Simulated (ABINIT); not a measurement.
## KI (Fm-3m): how ε∞ follows the gap

The empty bands of KI (Fm-3m) are shifted up rigidly by Δ, and ε∞ is computed for each shift.

Cell: a, b, c = 4.996, 4.996, 4.996 Å (primitive vectors), 2 atoms.

Method: ABINIT 10.8.3, PBE, independent particles, k-mesh 8×8×8, Lorentzian half width 0.04 eV.

Launch of the response step: `optic optic.abi`. The series took 64 s in all, its band step included, on 4 threads of Arm Neoverse V2 (shared host).

| Δ (eV) | ε∞ |
| --- | --- |
| 0.00 | 3.224 |
| 0.40 | ? |
| 0.80 | 3.011 |
| 1.20 | 2.921 |
| 1.60 | 2.839 |
| 2.00 | 2.764 |

With one effective transition at E₀ and fixed dipole strength, ε∞ − 1 = A/(E₀ + Δ), so 1/(ε∞ − 1) is linear in Δ.

Working, on the rows shown:

| x = Δ (eV) | y = 1/(ε∞ − 1) |
| --- | --- |
| 0 | 0.44964 |
| 0.8 | 0.497265 |
| 1.2 | 0.520562 |
| 1.6 | 0.543774 |
| 2 | 0.566893 |

Means: x̄ = 1.12, ȳ = 0.51563. Σ(x − x̄)(y − ȳ) = 0.1388, Σ(x − x̄)² = 2.368. Slope = 0.1388 / 2.368 = 0.05862; intercept = ȳ − slope · x̄ = 0.44998. Turned back into ε∞, the line misses the rows shown by at most 0.0017.

Task: Predict the last column of the withheld row from the fit.

Result: At x = 0.4 the line gives y = 0.47342, that is 3.112. The run gave 3.112, so the interpolation holds to the digits printed.

Refitted with all rows, the slope is 0.0586 and the intercept 0.45. These give E₀ = intercept/slope = 7.7 eV, far above the least direct gap of 3.96 eV: most of the screening comes from transitions well over the edge. Over the first step ε∞ falls by 9 % per eV. Excitons are left out and so are local fields; PBE gaps are as a rule too small. The values come from a sum over the points of one k-mesh and carry its error, which grows as the direct gap shrinks. Spin-orbit coupling is left out.
